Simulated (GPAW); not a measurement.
# Near-edge structure at the Ti K edge of TiHg (P4/mmm)

What does one-electron theory with a core hole give for the Ti K edge of TiHg (P4/mmm)?

Method: X-ray absorption from dipole matrix elements to empty bands, plane-wave PAW LDA, without spin-orbit coupling, in GPAW 26.7.0.

### 1. The starting structure

The structure is tetragonal, space group P4/mmm (No. 123). Conventional cell: a = 3.009 Å, b = 3.009 Å, c = 4.041 Å, α = 90.00°, β = 90.00°, γ = 90.00°. Nearest to Hg lie 8 Ti at 2.93 Å and 4 Hg at 3.01 Å. Ti has 8 Hg at 2.93 Å and 4 Ti at 3.01 Å nearest. Farther neighbours are not listed.

Structure file:

```xyz
2
Lattice="3.0090 0.0000 0.0000 0.0000 3.0090 0.0000 0.0000 0.0000 4.0410" Properties=species:S:1:pos:R:3 pbc="T T T"
Hg    0.0000    0.0000    0.0000
Ti    1.5045    1.5045    2.0205
```

### 2. Ground state of the crystal

The ground state comes first: it tells whether the system has a gap, which decides how the excited electron is treated.

scf.py reads:

```python
import numpy as np
from ase import Atoms
from ase.parallel import parprint, paropen
from gpaw import GPAW, PW, FermiDirac, Mixer, MixerDif, setup_paths
from gpaw.test import gen
setup_paths.insert(0, '.')
gen('Ti', name='nch1s', xcname='LDA', corehole=(1, 0, 0), write_xml=True)
from gpaw.mpi import world
world.barrier()

atoms = Atoms('HgTi',
    cell=[[3.009, 0, 0],
     [0, 3.009, 0],
     [0, 0, 4.041]],
    scaled_positions=[[0, 0, 0],
     [0.5, 0.5, 0.5]],
    pbc=True)
atoms.calc = calc = GPAW(legacy_gpaw=True, mode=PW(430, force_complex_dtype=True), xc='LDA', setups={1: 'nch1s'},
    kpts={'size': (8, 8, 6), 'gamma': True}, occupations=FermiDirac(0.05),
    charge=0, mixer=Mixer(0.1, 5, 50), maxiter=150,
    convergence={'density': 0.0001, 'eigenstates': 1e-6}, txt='scf.txt')
energy = atoms.get_potential_energy() + calc.get_reference_energy()
ef = calc.get_fermi_level()
out = dict(energy=energy, fermi=ef, forces=atoms.get_forces().tolist())
parprint(f'all-electron energy {energy:.4f} eV, Fermi level {ef:.4f} eV')
ev = np.array([[calc.get_eigenvalues(k, s) for k in range(len(calc.get_ibz_k_points()))] for s in range(calc.get_number_of_spins())])
out['homo'], out['lumo'], out['counts'] = ev[ev < ef].max(), ev[ev > ef].min(), sorted(set((ev < ef).sum((0, 2)).tolist()))
out['filled'] = (ev[:, 0] < ef).sum(1).tolist()
import json
with paropen('out.json', 'w') as f:
    json.dump(out, f)
```

The run is started by

```console
OMP_NUM_THREADS=1 mpirun -n 4 gpaw python scf.py
```

Numbers of over 12 decimals in the logs are rounded to 6 here.

The program printed:

```text
Input parameters:
  convergence: {density: 0.0001,
                eigenstates: 1e-06}
  kpts: {gamma: True,
         size: (8, 8, 6)}
  maxiter: 150
  mixer: {backend: pulay,
          beta: 0.1,
          method: separate,
          nmaxold: 5,
          weight: 50}
  mode: {ecut: 430.0,
         force_complex_dtype: True,
         name: pw}
  occupations: {fixmagmom: False,
                name: fermi-dirac,
                width: 0.05}
  setups: {1: nch1s}

Initialize ...

[... PAW data sets ...]

Reference energy: -556038.910132  # eV

Spin-paired calculation

[... convergence settings ...]
Symmetries present (total): 16
  [... symmetry matrices ...]

384 k-points: 8 x 8 x 6 Monkhorst-Pack grid + [1/16,1/16,1/12]
60 k-points in the irreducible part of the Brillouin zone
       k-points in crystal coordinates                weights
   0:     0.00000000    0.00000000    0.00000000          1/384
   1:     0.00000000    0.00000000    0.16666667          2/384
   2:     0.00000000    0.00000000    0.33333333          2/384
   3:     0.00000000    0.00000000    0.50000000          1/384
   4:     0.12500000    0.00000000    0.00000000          4/384
   5:     0.12500000    0.00000000    0.16666667          8/384
   6:     0.12500000    0.00000000    0.33333333          8/384
   7:     0.12500000    0.00000000    0.50000000          4/384
   8:     0.12500000    0.12500000    0.00000000          4/384
   9:     0.12500000    0.12500000    0.16666667          8/384
          ...
  59:     0.50000000    0.50000000    0.50000000          1/384

Wave functions: Plane wave expansion
  Cutoff energy: 430.000 eV
  Number of coefficients (min, max): 726, 753
  Pulay-stress correction: 0.000000 eV/Ang^3 (de/decut=0.000000)
  Using FFTW library
  Wavefunction extrapolation:
    Improved wavefunction reuse through dual PAW basis

Occupation numbers: Fermi-Dirac:
  width: 0.0500  # eV

Eigensolver
   Davidson(niter=2)

Densities:
  Coarse grid: 15*15*20 grid
  Fine grid: 30*30*40 grid
  Total Charge: 0.000000

Density mixing:
  Method: separate
  Backend: pulay
  Linear mixing parameter: 0.1
  old densities: 5
  Width of damping distribution: 1.1
  Damping of long wavelength oscillations: 50

[... Hamiltonian set-up ...]
Number of atoms: 2
Number of atomic orbitals: 25
Number of bands in calculation: 22
Number of valence electrons: 30
Bands to converge: occupied

... initialized

Initializing position-dependent things.

Density initialized from atomic densities
Creating initial wave functions:
  22 bands from LCAO basis set

Positions:
   0 Hg     0.000000    0.000000    0.000000    ( 0.0000,  0.0000,  0.0000)
   1 Ti     1.504500    1.504500    2.020500    ( 0.0000,  0.0000,  0.0000)

Unit cell:
           periodic     x           y           z      points  spacing
  1. axis:    yes    3.009000    0.000000    0.000000    15     0.2006
  2. axis:    yes    0.000000    3.009000    0.000000    15     0.2006
  3. axis:    yes    0.000000    0.000000    4.041000    20     0.2021

  Lengths:   3.009000   3.009000   4.041000
  Angles:   90.000000  90.000000  90.000000

Effective grid spacing dv^(1/3) = 0.2011

iter:   1   -10.333446
iter:   2    -9.856456   -1.52  -1.38
iter:   3    -9.480575   -1.55  -1.47
iter:   4    -9.452393   -3.17  -1.82
iter:   5    -9.623737   -1.64  -1.88
iter:   6    -9.459641   -2.02  -1.97
iter:   7    -9.450890   -2.88  -2.48
iter:   8    -9.449816c  -4.16  -2.84
iter:   9    -9.447683c  -4.04  -2.91
iter:  10    -9.447497c  -5.53  -3.30
iter:  11    -9.447428c  -5.57  -3.36
iter:  12    -9.447417c  -6.87c -3.39
iter:  13    -9.447388c  -5.78  -3.46
iter:  14    -9.447389c  -6.79c -4.60c

Converged after 14 iterations.

Dipole moment: (-0.000000, -0.000000, 0.000000) |e|*Ang

Energy contributions relative to reference atoms: (reference = -556038.910132)

Kinetic:        +15.107458
Potential:      -10.474080
External:        +0.000000
XC:             -11.986001
Entropy (-ST):   -0.023588
Local:           -2.082972
SIC:             +0.000000
--------------------------
Free energy:     -9.459183
Extrapolated:    -9.447389

Showing only first 2 kpts
 Kpt  Band  Eigenvalues  Occupancy
  0    13      8.53476    1.99976
  0    14      8.67773    1.99582
  0    15     10.22325    0.00000
  0    16     10.92288    0.00000

  1    13      7.70619    2.00000
  1    14      8.46226    1.99994
  1    15      9.92272    0.00000
  1    16     10.70736    0.00000

Fermi level: 8.98619

No gap
No difference between direct/indirect transitions

Forces in eV/Ang:
  0 Hg    0.00000   -0.00000    0.00000
  1 Ti   -0.00000    0.00000    0.00000
Scalar-relativistic atomic LDA calculation for Ti (Titanium, Z=22)
Core hole in 1s state (1s occupation: 2.0)
600 radial gridpoints.
|------------------------------------------------|
|------------------------------------------------|
[... the atom generator's iteration count ...]

Energy contributions:
-------------------------
Kinetic:     +858.169401
XC:           -40.035523
Potential:  -1669.760805
-------------------------
Total:       -851.626927

state      eigenvalue         ekin         rmax
-----------------------------------------------
1s^2.0 :  -178.412898   235.142209        0.046
2s^2.0 :   -19.674824    40.676506        0.270
2p^6.0 :   -16.315972    39.591103        0.219
3s^2.0 :    -2.287902     8.427789        0.869
3p^6.0 :    -1.425558     7.161594        0.900
3d^2.0 :    -0.164024     3.704740        0.977
4s^2.0 :    -0.168799     0.875365        2.882
4p^0.0 :    -0.056429     0.465286        3.811
-----------------------------------------------
(units: Bohr and Hartree)

Generating PAW setup
Kinetic energy of the core from tauc = 793.509929
Cutoffs:
rc(s)=2.400
rc(p)=2.000
rc(d)=2.000
rc(vbar)=1.800
rc(comp)=2.300
rc(nct)=2.400

Kinetic energy of the core states: 789.184048
Charge: 0.0
Core electrons: 10.0
Valence electrons: 12.0
Pseudo-core charge: 0.000001
Shape function alpha=1.890
Pseudo-electron charge 6.382666
state    eigenvalue         norm
--------------------------------
3s(2) :    -2.287902     0.302066
4s(2) :    -0.168799     0.990650
3p(6) :    -1.425558     0.436626
4p(0) :    -0.056429     0.981035
3d(2) :    -0.164024     0.588737
*d    :     0.835976
--------------------------------

Diagonalizing with gridspacing h=0.050

state   all-electron     PAW
-------------------------------
3s:      -2.287902    -2.288205
3p:      -1.425558    -1.426242
3d:      -0.164024    -0.164519
*f:                    0.065395
-------------------------------
all-electron energy -556048.3575 eV, Fermi level 8.9862 eV
```

The job ended after 6.6 s (4 MPI ranks of Intel Xeon Platinum 8488C (Sapphire Rapids), shared host; peak memory 0.16 GiB).

The mesh shows no gap, so the system is treated as a metal and the core electron is put at the Fermi level (neutral cell).

### 3. Spectrum without a core hole, Ti atom 2

Without a hole the spectrum is the empty density of states of the right symmetry on the absorber, weighted by matrix elements. It needs only the small cell and serves as the baseline. The data set with a hole of occupation 0 only carries the core orbital.

The absorber has 8 Hg at 2.93 Å and 4 Ti at 3.01 Å (distorted cuboctahedral, site symmetry 4/mmm).

xas.py reads:

```python
import numpy as np
from ase import Atoms
from ase.parallel import parprint, paropen
from gpaw import GPAW, PW, FermiDirac, Mixer, MixerDif, setup_paths
from gpaw.test import gen
setup_paths.insert(0, '.')
gen('Ti', name='nch1s', xcname='LDA', corehole=(1, 0, 0), write_xml=True)
from gpaw.mpi import world
world.barrier()

atoms = Atoms('HgTi',
    cell=[[3.009, 0, 0],
     [0, 3.009, 0],
     [0, 0, 4.041]],
    scaled_positions=[[0, 0, 0],
     [0.5, 0.5, 0.5]],
    pbc=True)
atoms.calc = calc = GPAW(legacy_gpaw=True, mode=PW(430, force_complex_dtype=True), xc='LDA', setups={1: 'nch1s'},
    kpts={'size': (11, 11, 8), 'gamma': True}, occupations=FermiDirac(0.1),
    charge=0, mixer=Mixer(0.1, 5, 50), maxiter=150,
    convergence={'density': 0.0001, 'eigenstates': 1e-6}, txt='scf.txt')
energy = atoms.get_potential_energy() + calc.get_reference_energy()
ef = calc.get_fermi_level()
out = dict(energy=energy, fermi=ef, forces=atoms.get_forces().tolist())
parprint(f'all-electron energy {energy:.4f} eV, Fermi level {ef:.4f} eV')
ev = np.array([[calc.get_eigenvalues(k, s) for k in range(len(calc.get_ibz_k_points()))] for s in range(calc.get_number_of_spins())])
out['homo'], out['lumo'], out['counts'] = ev[ev < ef].max(), ev[ev > ef].min(), sorted(set((ev < ef).sum((0, 2)).tolist()))
out['filled'] = (ev[:, 0] < ef).sum(1).tolist()

from ase.units import Ha
from gpaw.xas import dipole_matrix_elements
nb = int(calc.get_number_of_electrons() / 2) + 30
top = nb
nscf = calc.fixed_density(kpts={'size': (9, 9, 6), 'gamma': True},
    convergence={'eigenstates': 1.0}, txt='nscf.txt')
nscf.diagonalize_full_hamiltonian(nbands=nb)
cell = atoms.cell.array
ops = [cell.T @ U.T @ np.linalg.inv(cell.T) for U in nscf.wfs.kd.symmetry.op_scc]
E = np.arange(-25, 34, 0.1)
fwhm = np.interp(E, [4, 25], [0.94, 3.5])
Y, X, zero, highest = 0, 0, 1e9, 1e9
for spin in range(nscf.get_number_of_spins()):
    wfs = nscf.wfs
    mine = wfs.bd.get_slice()  # this rank's bands
    A = dipole_matrix_elements(wfs.setups[1])
    eps = np.zeros((wfs.kd.nibzkpts, nb))
    d = np.zeros((3, A.shape[1], wfs.kd.nibzkpts, nb), complex)
    for kpt in wfs.kpt_u:
        if kpt.s == spin and 1 in kpt.P_ani:
            eps[kpt.k, mine] = kpt.eps_n * Ha
            d[:, :, kpt.k, mine] = (kpt.weight * wfs.nspins / 2) ** 0.5 * np.inner(A, kpt.P_ani[1])
    world.sum(eps)
    world.sum(d)
    T = np.einsum('amkn,bmkn->abkn', d, d.conj()).real
    T = sum(np.einsum('ai,ijkn,bj->abkn', R, T, R) for R in ops) / len(ops)
    empty = eps > ef
    zero, highest = min(zero, eps[empty].min()), min(highest, eps[:, top - 1].min())
    lines = [(eps, T, empty)] if spin == 0 else lines + [(eps, T, empty)]
for eps, T, empty in lines:
    f = np.einsum('aakn->akn', T).reshape(3, -1)
    x = eps.ravel() - zero
    w = np.interp(x, E, fwhm) / 2.35482
    g = np.exp(-0.5 * ((E[:, None] - x) / w) ** 2) / (w * (2 * np.pi) ** 0.5)
    Y = Y + (f * empty.ravel()) @ g.T
    X = X + (f * ~empty.ravel()) @ g.T
out.update(E=E.round(2).tolist(), xas=Y.tolist(), xes=X.tolist(), zero=zero, valid=highest - zero, nk=len(eps), nb=nb)
for i in range(0, len(E), 10):
    parprint(f'{E[i]:7.2f}', *(f'{v:10.3e}' for v in Y[:, i]))
import json
with paropen('out.json', 'w') as f:
    json.dump(out, f)
```

The run is started by

```console
OMP_NUM_THREADS=1 mpirun -n 4 gpaw python xas.py
```

The program printed:

```text
Input parameters:
  convergence: {density: 0.0001,
                eigenstates: 1e-06}
  kpts: {gamma: True,
         size: (11, 11, 8)}
  maxiter: 150
  mixer: {backend: pulay,
          beta: 0.1,
          method: separate,
          nmaxold: 5,
          weight: 50}
  mode: {ecut: 430.0,
         force_complex_dtype: True,
         name: pw}
  occupations: {fixmagmom: False,
                name: fermi-dirac,
[...]
*d    :     0.835976
--------------------------------

Diagonalizing with gridspacing h=0.050

state   all-electron     PAW
-------------------------------
3s:      -2.287902    -2.288205
3p:      -1.425558    -1.426242
3d:      -0.164024    -0.164519
*f:                    0.065395
-------------------------------
all-electron energy -556048.3536 eV, Fermi level 8.9917 eV
[...]
32.00  5.328e-07  5.328e-07  5.290e-07
  33.00  5.678e-07  5.678e-07  5.646e-07
[key lines of the parts left out:]
Converged after 12 iterations.
Dipole moment: (-0.000000, -0.000000, 0.000000) |e|*Ang
Free energy:     -9.485081
Fermi level: 8.99174
```

It took 19 s on 4 MPI ranks; peak memory 0.25 GiB.

The Ti K spectrum, Ti atom 2, no core hole (energy from the lowest empty level; intensity scaled to a mean of 1 over the first 20 eV; polarised curves are means over the symmetry-equivalent atoms):

```tsv
E (eV)	isotropic	ε ⊥ c	ε ∥ c
-2.0	0.00	0.00	0.00
-1.0	0.00	0.00	0.00
0.0	0.25	0.31	0.14
1.0	0.35	0.44	0.18
2.0	0.49	0.57	0.33
3.0	0.43	0.31	0.68
4.0	0.64	0.65	0.63
5.0	0.56	0.49	0.69
6.0	0.62	0.60	0.66
7.0	0.79	0.72	0.92
8.0	1.12	1.12	1.11
9.0	1.13	1.16	1.06
10.0	1.45	1.45	1.46
11.0	1.56	1.47	1.76
12.0	1.43	1.37	1.56
13.0	1.31	1.23	1.47
14.0	1.10	1.08	1.14
15.0	1.05	1.10	0.96
16.0	1.33	1.40	1.21
17.0	1.57	1.57	1.56
18.0	1.35	1.30	1.47
19.0	1.02	0.99	1.08
20.0	0.90	0.93	0.86
21.0	0.85	0.88	0.79
22.0	0.74	0.75	0.71
23.0	0.65	0.66	0.63
24.0	0.62	0.62	0.60
25.0	0.62	0.62	0.61
26.0	0.65	0.65	0.63
27.0	0.68	0.70	0.65
28.0	0.71	0.74	0.66
29.0	0.76	0.78	0.71
30.0	0.83	0.84	0.81
31.0	0.92	0.92	0.91
32.0	1.00	1.00	0.99
```

Main maxima below 30 eV (height): 1.9 eV (0.49), 4.2 eV (0.66), 8.3 eV (1.14), 10.8 eV (1.57) and 17.0 eV (1.57). A K edge sees empty p states. The weak features of the first eV are p character mixed into the empty d bands; the main 4p edge lies above them.

The same matrix elements for filled bands give the Ti K emission of Ti atom 2 (ground-state approximation; energy from the lowest empty level, largest value 1):

```tsv
E (eV)	emission
-24.00	0.00
-23.25	0.00
-22.50	0.00
-21.75	0.00
-21.00	0.00
-20.25	0.00
-19.50	0.00
-18.75	0.00
-18.00	0.00
-17.25	0.00
-16.50	0.00
-15.75	0.00
-15.00	0.00
-14.25	0.00
-13.50	0.00
-12.75	0.00
-12.00	0.00
-11.25	0.00
-10.50	0.00
-9.75	0.00
-9.00	0.09
-8.25	0.45
-7.50	0.66
-6.75	0.36
-6.00	0.26
-5.25	0.19
-4.50	0.21
-3.75	0.25
-3.00	0.24
-2.25	0.45
-1.50	0.84
-0.75	0.95
0.00	0.53
0.75	0.04
1.50	0.00
2.25	0.00
3.00	0.00
```

Emission maxima: -7.6 eV (0.68) and -1.0 eV (1.00).

### 4. Reference energy of the supercell

The photon energy needs a difference of total energies, so the cell and mesh of the coming hole run are first run without a hole.

scf.py, as its differences from that of step 2:

```diff
@@ -10,11 +10,17 @@
 
-atoms = Atoms('HgTi',
-    cell=[[3.009, 0, 0],
-     [0, 3.009, 0],
-     [0, 0, 4.041]],
+atoms = Atoms('Hg4Ti4',
+    cell=[[3.009, 3.009, 4.041],
+     [-3.009, 3.009, -4.041],
+     [-3.009, -3.009, 4.041]],
     scaled_positions=[[0, 0, 0],
-     [0.5, 0.5, 0.5]],
+     [0, 0.5, 0.5],
+     [0.5, 0, 0.5],
+     [0.5, 0.5, 0],
+     [0.5, 0, 0],
+     [0.5, 0.5, 0.5],
+     [0, 0, 0.5],
+     [0, 0.5, 0]],
     pbc=True)
-atoms.calc = calc = GPAW(legacy_gpaw=True, mode=PW(430, force_complex_dtype=True), xc='LDA', setups={1: 'nch1s'},
-    kpts={'size': (8, 8, 6), 'gamma': True}, occupations=FermiDirac(0.05),
+atoms.calc = calc = GPAW(legacy_gpaw=True, mode=PW(430, force_complex_dtype=True), xc='LDA', setups={4: 'nch1s'},
+    kpts={'size': (6, 6, 6), 'gamma': True}, occupations=FermiDirac(0.1),
     charge=0, mixer=Mixer(0.1, 5, 50), maxiter=150,
```

The run is started by

```console
OMP_NUM_THREADS=1 mpirun -n 4 gpaw python scf.py
```

The program printed:

```text
Input parameters:
  convergence: {density: 0.0001,
                eigenstates: 1e-06}
  kpts: {gamma: True,
         size: (6, 6, 6)}
  maxiter: 150
  mixer: {backend: pulay,
          beta: 0.1,
          method: separate,
          nmaxold: 5,
          weight: 50}
  mode: {ecut: 430.0,
         force_complex_dtype: True,
         name: pw}
  occupations: {fixmagmom: False,
                name: fermi-dirac,
[...]
4s(2) :    -0.168799     0.990650
3p(6) :    -1.425558     0.436626
4p(0) :    -0.056429     0.981035
3d(2) :    -0.164024     0.588737
*d    :     0.835976
--------------------------------

Diagonalizing with gridspacing h=0.050

state   all-electron     PAW
-------------------------------
3s:      -2.287902    -2.288205
3p:      -1.425558    -1.426242
3d:      -0.164024    -0.164519
*f:                    0.065395
-------------------------------
all-electron energy -2224193.3946 eV, Fermi level 8.9885 eV
[key lines of the parts left out:]
Converged after 17 iterations.
Dipole moment: (0.000000, 0.000000, -0.000000) |e|*Ang
Free energy:    -37.925939
Fermi level: 8.98850
```

Run time: 97 s. Hardware: 4 MPI ranks; peak memory 0.35 GiB; 6.4 min of CPU time.

Reference energy: -2224193.395 eV with the cores included.

(Continued in part 2 of 2.)

[Banner, clock and machine lines of the logs are left out without a mark of their own.]

[Logs are printed without paths, hosts, clocks, repeated set-up lines and the standing remarks that a program may print on its own settings, such as how far it seeks lower states.]

[Hosts, paths, dates, database ids (printed as entryN), source tags and the programs' standing remarks are cut or masked in the printed files.]

[Lists of maxima count a maximum above −3 eV only where it reaches 4 % of the highest in the window and stands out from its surroundings by 2 % of it (1.5 % where it reaches 55 %); shoulders and weaker maxima are passed over, and of the rest the first, up to two pre-edge ones and the few strongest are named.]
